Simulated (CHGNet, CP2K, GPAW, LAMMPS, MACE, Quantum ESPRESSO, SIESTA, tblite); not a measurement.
# Running glassy 67P2O5-33MgO (mol %) (80 atoms) with CP2K

Wanted: CP2K inputs and outputs for glassy 67P2O5-33MgO (mol %) (80 atoms), checked against a plane-wave reference.

Calculated with CP2K 2026.2; the method is named at each step.

## 1. Starting point

The cell holds 80 atoms: 20 P, 5 Mg and 55 O. Cell: a = 10.514 Å, b = 10.514 Å, c = 10.514 Å, α = 90.0°, β = 90.0°, γ = 90.0°. 80 atoms (20 P, 5 Mg, 55 O) placed at random at 2.32 g/cm³, melted at 4000 K for 10 ps at fixed volume with the Morse and Coulomb pair potential with partial charges (Pedone, Malavasi, Menziani, Cormack and Segre, J. Phys. Chem. B 110, 11780 (2006)). Quenched from 4000 K to 300 K at 25 K/ps and fixed volume, held 5 ps.

The yardstick, on the same geometry:

| Quantity | Value |
| --- | --- |
| method | Kohn-Sham DFT, PBE, SSSP efficiency 1.3.0 pseudopotentials, plane waves (Quantum ESPRESSO 7.5); sssp-pbe-1.3.0-efficiency, cutoffs 60/480 Ry, Γ point |
| r.m.s. force component | 1.479 eV/Å |
| longest force | 6.598 eV/Å |
| pressure | 2.266 GPa |
| gap (highest filled to lowest empty level) | 1.154 eV |
| time | 4.8 min on 2 MPI ranks of Arm Neoverse V1, shared host |
| CPU time | 9.6 min |

## 2. PBE, DZVP-MOLOPT-SR, 1200/50 Ry, diagonalisation

Method: Kohn-Sham DFT, PBE, GTH-PBE pseudopotentials, Gaussian and plane waves, DZVP-MOLOPT-SR-GTH, diagonalisation.

Input file input.inp:

```
&GLOBAL
  PROJECT cell
  RUN_TYPE ENERGY_FORCE
  PRINT_LEVEL LOW
&END GLOBAL
&FORCE_EVAL
  METHOD QS
  STRESS_TENSOR ANALYTICAL
  &DFT
    BASIS_SET_FILE_NAME BASIS_MOLOPT
    POTENTIAL_FILE_NAME GTH_POTENTIALS
    &MGRID
      CUTOFF 1200
      REL_CUTOFF 50
      NGRIDS 5
    &END MGRID
    &QS
      EPS_DEFAULT 1.0E-12
    &END QS
    &SCF
      SCF_GUESS ATOMIC
      EPS_SCF 5.0E-06
      MAX_SCF 200
      ADDED_MOS 14
      &DIAGONALIZATION
        ALGORITHM STANDARD
      &END DIAGONALIZATION
      &SMEAR ON
        METHOD FERMI_DIRAC
        ELECTRONIC_TEMPERATURE [K] 580
      &END SMEAR
      &MIXING
        METHOD BROYDEN_MIXING
        ALPHA 0.3
        NBROYDEN 12
      &END MIXING
      &PRINT
        &RESTART OFF
        &END RESTART
      &END PRINT
    &END SCF
    &XC
      &XC_FUNCTIONAL PBE
      &END XC_FUNCTIONAL
    &END XC
    &PRINT
      &MULLIKEN ON
      &END MULLIKEN
      &HIRSHFELD ON
        SHAPE_FUNCTION DENSITY
      &END HIRSHFELD
      &MO ON
        EIGENVALUES T
        OCCUPATION_NUMBERS T
        MO_INDEX_RANGE 229 252
        &EACH
          QS_SCF 0
        &END EACH
        ADD_LAST NUMERIC
      &END MO
    &END PRINT
  &END DFT
  &SUBSYS
    &CELL
      A 10.51380 0.00000 0.00000
      B 0.00000 10.51380 0.00000
      C 0.00000 0.00000 10.51380
    &END CELL
    &COORD
      P 0.83259 0.79221 5.96322
      P 6.05658 4.80712 0.91302
      P 5.56317 3.67279 6.15604
      P 0.46092 5.77975 7.26230
      P 6.74965 3.06961 8.97900
      P 5.48105 10.43968 2.40251
      P 4.19185 7.20826 0.60097
      P 2.03947 3.84532 2.89908
      P 9.73021 3.95456 9.37253
      P 2.11212 10.40267 8.60123
      P 10.41255 8.97921 10.31425
      P 6.21134 0.91449 5.20738
      P 5.92558 6.47587 4.93549
      P 10.37218 3.58121 5.12001
      P 8.97889 5.56432 1.43398
      P 3.17874 6.66060 3.44832
      P 7.95716 8.42671 8.43385
      P 8.66873 9.66586 5.71131
      P 10.00767 0.85309 1.71848
      P 3.22490 5.65401 8.67935
      Mg 2.26352 2.81349 10.20375
      Mg 7.94633 8.11466 2.84030
      Mg 5.54929 10.35273 9.84744
      Mg 4.82678 8.82770 7.22077
      Mg 2.46612 0.71178 3.12775
      O 6.57533 9.02158 8.58410
      O 0.10924 7.17010 7.07379
      O 2.94176 2.68459 3.18757
      O 1.65540 0.51423 4.79934
      O 2.23965 7.61883 4.08903
      O 6.17444 3.53958 7.61840
      O 3.37093 4.26398 9.28715
      O 1.82814 3.91502 1.40244
      O 9.11504 8.83727 9.45432
      O 4.46447 6.45453 4.27964
      O 6.06057 0.68119 3.70874
      O 9.98306 9.90137 0.96695
      O 9.56262 0.70306 3.11293
      O 1.47677 0.41519 7.29595
      O 3.66437 7.08146 2.03137
      O 5.74779 0.63430 1.12182
      O 5.99655 7.70525 5.84893
      O 6.86593 6.60309 3.77487
      O 3.14678 9.33941 8.21107
      O 5.20233 0.15729 6.09716
      O 8.73087 7.05245 1.38561
      O 10.02344 10.43694 5.94040
      O 8.44290 9.03482 7.10743
      O 4.55973 8.57852 0.13699
      O 8.29675 3.41394 8.96901
      O 5.35121 6.16077 0.62294
      O 0.26915 2.92431 9.39408
      O 0.98188 1.01542 1.78514
      O 0.34170 2.27971 5.95386
      O 4.04340 10.20890 2.77259
      O 6.10368 2.41512 5.48169
[... 20 atom lines left out ...]
      O 0.37292 4.79976 6.00611
      O 6.30860 9.12829 2.36855
      O 9.21724 1.89995 1.00018
      O 9.66618 5.19298 2.70835
    &END COORD
    &KIND P
      BASIS_SET DZVP-MOLOPT-SR-GTH-q5
      POTENTIAL GTH-PBE-q5
    &END KIND
    &KIND Mg
      BASIS_SET DZVP-MOLOPT-SR-GTH-q10
      POTENTIAL GTH-PBE-q10
    &END KIND
    &KIND O
      BASIS_SET DZVP-MOLOPT-SR-GTH-q6
      POTENTIAL GTH-PBE-q6
    &END KIND
  &END SUBSYS
  &PRINT
    &FORCES ON
    &END FORCES
    &STRESS_TENSOR ON
    &END STRESS_TENSOR
  &END PRINT
&END FORCE_EVAL
```

The run is started by

```
$ OMP_NUM_THREADS=1 cp2k.psmp -i input.inp > output.txt
```

Numbers of over 12 decimals in the logs are rounded to 6 here.

What it wrote:

```text
CP2K| version string:                                       CP2K version 2026.2
 CP2K| Input file name                                                 input.inp
 GLOBAL| Basis set file name                                        BASIS_MOLOPT
 GLOBAL| Potential file name                                      GTH_POTENTIALS
 GLOBAL| Run type                                                   ENERGY_FORCE
 GLOBAL| Total number of message passing processes                             1
 GLOBAL| Number of threads for this process                                    1
 TOTAL NUMBERS AND MAXIMUM NUMBERS
  Total number of            - Atomic kinds:                                   3
                             - Atoms:                                         80
                             - Shell sets:                                    80
                             - Shells:                                       400
                             - Primitive Cartesian functions:                390
                             - Cartesian basis functions:                   1095
                             - Spherical basis functions:                   1020
  Maximum angular momentum of- Orbital basis functions:                        2
                             - Local part of the GTH pseudopotential:          2
                             - Non-local part of the GTH pseudopotential:      2
 SCF PARAMETERS         Density guess:                                    ATOMIC
                        max_scf:                                             200
                        eps_scf:                                        5.00E-06
                        added MOs                                        14    0
                        Mixing method:                            BROYDEN_MIXING
                                                charge density mixing in g-space
                        Smear method:                                FERMI_DIRAC
                        Electronic temperature [K]:                        580.0
                        Electronic temperature [a.u.]:                  1.84E-03
                        Accuracy threshold:                             1.00E-10
 Extrapolation method: initial_guess
 Number of electrons:                                                        480
 Number of occupied orbitals:                                                240
 Number of molecular orbitals:                                               254
 Number of orbital functions:                                               1020
 Number of independent orbital functions:                                   1020
 SCF WAVEFUNCTION OPTIMIZATION
  Step     Update method      Time    Convergence         Total energy    Change
     1 NoMix/Diag. 0.30E+00   14.3     1.97804762     -1337.2093652409 -1.34E+03
     2 Broy./Diag. 0.30E+00   17.4     0.29859719     -1257.9279705809  7.93E+01
     3 Broy./Diag. 0.30E+00   17.7     0.11403521     -1319.3317740344 -6.14E+01
     4 Broy./Diag. 0.30E+00   17.8     0.04084016     -1333.3344303341 -1.40E+01
[...]
15 Broy./Diag. 0.30E+00   19.1     0.00000930     -1331.5833365200 -3.20E-04
    16 Broy./Diag. 0.30E+00   18.9     0.00000215     -1331.5833278206  8.70E-06
  *** SCF run converged in    16 steps ***
  Electronic density on regular grids:       -480.0000000002       -0.0000000002
  Core density on regular grids:              479.9999999998       -0.0000000002
  Total charge density on r-space grids:       -0.0000000004
  Total charge density g-space grids:          -0.0000000004
  Overlap energy of the core charge distribution:               5.54835e-06
  Self energy of the core charge distribution:              -3343.692115
  Core Hamiltonian energy:                                    953.816878
  Hartree energy:                                            1333.238890
  Exchange-correlation energy:                               -274.946867
  Electronic entropic energy:                                  -0.000119206
  Fermi energy:                                                 0.157031
  Total energy:                                             -1331.583328
  Total energy (extrapolated to T->0):                      -1331.583268
 MO| EIGENVALUES AND OCCUPATION NUMBERS
 MO|
 MO|  Index      Eigenvalue [a.u.]        Eigenvalue [eV]             Occupation
 MO|    229               0.043483               1.183219               2.000000
 MO|    230               0.045724               1.244220               2.000000
 MO|    231               0.047633               1.296160               2.000000
[...]
MO|    251               0.262020               7.129935               0.000000
 MO|    252               0.265808               7.232998               0.000000
 MO| Sum:                                                             480.000000
 MO| E(Fermi):            0.157031 a.u.          4.273032 eV
 !-----------------------------------------------------------------------------!
                     Mulliken Population Analysis
 #  Atom  Element  Kind  Atomic population                           Net charge
       1     P        1          4.218586                              0.781414
       2     P        1          4.335251                              0.664749
       3     P        1          4.263670                              0.736330
[...]
79     O        3          6.494862                             -0.494862
      80     O        3          6.400053                             -0.400053
 # Total charge                            480.000000                  0.000000
 !-----------------------------------------------------------------------------!
 !-----------------------------------------------------------------------------!
                           Hirshfeld Charges
  #Atom  Element  Kind  Ref Charge     Population                    Net charge
      1       P      1       5.000          4.399                         0.601
      2       P      1       5.000          4.465                         0.535
      3       P      1       5.000          4.430                         0.570
[...]
79       O      3       6.000          6.432                        -0.432
     80       O      3       6.000          6.341                        -0.341
  Total Charge                                                           -0.000
 !-----------------------------------------------------------------------------!
 ENERGY| Total FORCE_EVAL ( QS ) energy [hartree]          -1331.583231
 FORCES| Atomic forces [hartree/bohr]
 FORCES|   Atom     x               y               z               |f|
 FORCES|      1 -3.50070420E-02  7.29161456E-03 -5.18682875E-02   6.29998403E-02
 FORCES|      2 -3.43275232E-02 -2.15589881E-02  6.45769604E-02   7.62453449E-02
 FORCES|      3 -1.25272738E-01  5.23273950E-02  3.01751023E-02   1.39075346E-01
[...]
FORCES|     79 -2.14557400E-03 -5.35142068E-03 -3.08210679E-02   3.13556920E-02
 FORCES|     80 -1.20824122E-02 -1.00495974E-02 -3.01973397E-02   3.40420096E-02
 FORCES| Sum     1.99428882E-03  2.25226193E-03  2.10152977E-02
 FORCES| Total atomic force                                       2.12295221E-02
 STRESS| Analytical stress tensor [bar]
 STRESS|                        x                   y                   z
 STRESS|      x        3.66093343946E+04   1.66750264767E+03   2.57989499871E+03
 STRESS|      y        1.66750264767E+03   1.78991055843E+04  -5.75785138127E+03
 STRESS|      z        2.57989499871E+03  -5.75785138127E+03   3.64815411078E+04
 STRESS| 1/3 Trace                                             3.03299936956E+04
```

Run time: 5.6 min. Hardware: 1 thread of Arm Neoverse V1, shared host; peak memory 8.7 GiB.

Banners, paths, timers and routine set-up lines are dropped from the logs unmarked, and long logs keep their key lines alone; longer cuts are marked.

Compared with the plane-wave run:

```
r.m.s. force component                           : 1.593 eV/Å
r.m.s. difference of force components            : 236.5 meV/Å
longest difference of force vectors              : 915.7 meV/Å
force difference over r.m.s. force               : 16 %
slope of forces against the reference's          : 1.067
correlation of force components                  : 0.9909
gap (highest filled to lowest empty level) : 0.6073 eV
gap difference                                   : -0.5466 eV
pressure                                         : 3.033 GPa
pressure difference                              : 0.767 GPa
```

Length of the force difference by element (eV/Å):

| element | atoms | mean | most |
| --- | --- | --- | --- |
| Mg | 5 | 0.75 | 0.92 |
| O | 55 | 0.27 | 0.56 |
| P | 20 | 0.52 | 0.83 |

Levels nearest the highest filled one (eV from it): -2.79, -2.73, -2.67, -2.48, -2.41, -2.35, -2.33, -1.99, -1.86, -1.26, -0.75, 0.00, 0.61, 1.44, 1.74, 1.87, 2.10, 2.32, 2.69, 2.85, 2.91, 3.10, 3.16, 3.26.

A closer look about P3, which bears the longest force: 9 atoms, nearest first, numbered in the order of the input, with positions taken from that point.

| atom | x | y | z | distance (Å) | bonds | Hirshfeld charge (e) | Fx | Fy | Fz (eV/Å) |
| --- | --- | --- | --- | --- | --- | --- | --- | --- | --- |
| P3 | 0.00 | 0.00 | 0.00 | 0.00 | 4 | 0.57 | -6.44 | 2.69 | 1.55 |
| O64 | -1.50 | -0.04 | 0.05 | 1.50 | 1 | -0.35 | 1.92 | -0.26 | -0.20 |
| O56 | 0.54 | -1.26 | -0.67 | 1.53 | 2 | -0.12 | 2.91 | -0.36 | -1.80 |
| O74 | 0.49 | 1.36 | -0.61 | 1.57 | 2 | -0.13 | 1.46 | -1.94 | 0.99 |
| O31 | 0.61 | -0.13 | 1.46 | 1.59 | 2 | -0.15 | 0.94 | 1.03 | 0.06 |
| P12 | 0.65 | -2.76 | -0.95 | 2.99 | 4 | 0.61 | -2.80 | -5.15 | 1.14 |
| P13 | 0.36 | 2.80 | -1.22 | 3.08 | 4 | 0.53 | 1.25 | 3.92 | -1.80 |
| P5 | 1.19 | -0.60 | 2.82 | 3.12 | 4 | 0.60 | 0.24 | -1.57 | 1.10 |
| O65 | -1.22 | 2.44 | 1.65 | 3.19 | 1 | -0.37 | -0.29 | 0.80 | -0.62 |

Forces lie 16 % from the reference's, at 0.58 times its CPU time (on 1 against 2 cores).

The forces add up to 1.1 eV/Å instead of zero, usually a sign of too coarse a grid.

## 3. PBE, DZVP-MOLOPT-SR, 1200/50 Ry, TC2 filter 1e-05, SCF 1e-06

Method: Kohn-Sham DFT, PBE, GTH-PBE pseudopotentials, Gaussian and plane waves, DZVP-MOLOPT-SR-GTH, linear-scaling purification of the density matrix.

Input file input.inp:

```
&GLOBAL
  PROJECT cell
  RUN_TYPE ENERGY_FORCE
  PRINT_LEVEL LOW
&END GLOBAL
&FORCE_EVAL
  METHOD QS
  STRESS_TENSOR ANALYTICAL
  &DFT
    BASIS_SET_FILE_NAME BASIS_MOLOPT
    POTENTIAL_FILE_NAME GTH_POTENTIALS
    &MGRID
      CUTOFF 1200
      REL_CUTOFF 50
      NGRIDS 5
    &END MGRID
    &QS
      EPS_DEFAULT 1.0E-10
      LS_SCF T
    &END QS
    &LS_SCF
      PURIFICATION_METHOD TC2
      EPS_FILTER 1.0E-05
      EPS_SCF 1.0E-06
      MAX_SCF 60
      S_PRECONDITIONER ATOMIC
      MIXING_FRACTION 0.45
      REPORT_ALL_SPARSITIES F
    &END LS_SCF
    &XC
      &XC_FUNCTIONAL PBE
      &END XC_FUNCTIONAL
    &END XC
    &PRINT
      &MULLIKEN ON
      &END MULLIKEN
    &END PRINT
  &END DFT
  &SUBSYS
    &CELL
      A 10.51380 0.00000 0.00000
      B 0.00000 10.51380 0.00000
      C 0.00000 0.00000 10.51380
    &END CELL
    &TOPOLOGY
      COORD_FILE_NAME structure.xyz
      COORD_FILE_FORMAT XYZ
    &END TOPOLOGY
    &KIND P
      BASIS_SET DZVP-MOLOPT-SR-GTH-q5
      POTENTIAL GTH-PBE-q5
    &END KIND
    &KIND Mg
      BASIS_SET DZVP-MOLOPT-SR-GTH-q10
      POTENTIAL GTH-PBE-q10
    &END KIND
    &KIND O
      BASIS_SET DZVP-MOLOPT-SR-GTH-q6
      POTENTIAL GTH-PBE-q6
    &END KIND
  &END SUBSYS
  &PRINT
    &FORCES ON
    &END FORCES
    &STRESS_TENSOR ON
    &END STRESS_TENSOR
  &END PRINT
&END FORCE_EVAL
```

Input file structure.xyz:

```xyz
80

P 0.83259 0.79221 5.96322
P 6.05658 4.80712 0.91302
P 5.56317 3.67279 6.15604
P 0.46092 5.77975 7.26230
P 6.74965 3.06961 8.97900
P 5.48105 10.43968 2.40251
P 4.19185 7.20826 0.60097
P 2.03947 3.84532 2.89908
P 9.73021 3.95456 9.37253
P 2.11212 10.40267 8.60123
P 10.41255 8.97921 10.31425
P 6.21134 0.91449 5.20738
P 5.92558 6.47587 4.93549
P 10.37218 3.58121 5.12001
P 8.97889 5.56432 1.43398
P 3.17874 6.66060 3.44832
P 7.95716 8.42671 8.43385
P 8.66873 9.66586 5.71131
P 10.00767 0.85309 1.71848
P 3.22490 5.65401 8.67935
[... 56 atom lines left out ...]
O 0.37292 4.79976 6.00611
O 6.30860 9.12829 2.36855
O 9.21724 1.89995 1.00018
O 9.66618 5.19298 2.70835
```

What it wrote:

```text
CP2K| version string:                                       CP2K version 2026.2
 CP2K| Input file name                                                 input.inp
 GLOBAL| Basis set file name                                        BASIS_MOLOPT
 GLOBAL| Potential file name                                      GTH_POTENTIALS
[... lines left out ...]
 Re-scaling the density matrix to get the right number of electrons
[... lines left out ...]
 SCF run converged in    12 steps.
[... lines left out ...]
 ENERGY| Total FORCE_EVAL ( QS ) energy [hartree]          -1331.582820
[... lines left out ...]
 FORCES|      1 -3.37484152E-02  6.07254710E-03 -5.33604659E-02   6.34284690E-02
 FORCES|      2 -3.62547066E-02 -2.31097965E-02  6.66010425E-02   7.92727273E-02
 FORCES|      3 -1.33361847E-01  5.15475820E-02  3.01667803E-02   1.46125187E-01
[...]
FORCES|     79 -2.56034228E-03 -4.74485839E-03 -3.14815545E-02   3.19399015E-02
 FORCES|     80 -1.29637953E-02 -9.44283639E-03 -3.19207309E-02   3.57233846E-02
 FORCES| Sum     1.99298257E-03  2.25343986E-03  2.10127635E-02
 FORCES| Total atomic force                                       2.12270158E-02
 STRESS| Analytical stress tensor [bar]
 STRESS|                        x                   y                   z
 STRESS|      x        3.74332943881E+04   1.65525425757E+03   3.04299149989E+03
 STRESS|      y        1.65525425757E+03   1.94349788491E+04  -5.78671796749E+03
 STRESS|      z        3.04299149989E+03  -5.78671796749E+03   3.77979124879E+04
 STRESS| 1/3 Trace                                             3.15553952417E+04
```

Elapsed: 5.2 min, on 1 thread; peak memory 3.8 GiB.

Compared with the plane-wave run:

* r.m.s. force component: 1.622 eV/Å
* r.m.s. difference of force components: 272.1 meV/Å
* longest difference of force vectors: 1046 meV/Å
* force difference over r.m.s. force: 18.4 %
* slope of forces against the reference's: 1.085
* correlation of force components: 0.9888
* pressure: 3.155 GPa
* pressure difference: 0.8895 GPa
* energy less the same-level run's: 0.1399 meV/atom
* r.m.s. force difference from the same-level run: 65.01 meV/Å

Against the first run (16 %), the force difference from the reference is 18 %, at 0.93 times the CPU time.

The forces add up to 1.1 eV/Å instead of zero, usually a sign of too coarse a grid.

(Part 1 of 2 ends here.)

[Also dropped from logs without a mark: logging warnings of Python, and SIESTA's first energy breakdown and zero terms.]

[Logs are printed without paths, hosts, clocks, repeated set-up lines and the standing remarks that a program may print on its own settings, such as how far it seeks lower states.]

[Hosts, paths, dates, database ids (printed as entryN), source tags and the programs' standing remarks are cut or masked in the printed files.]
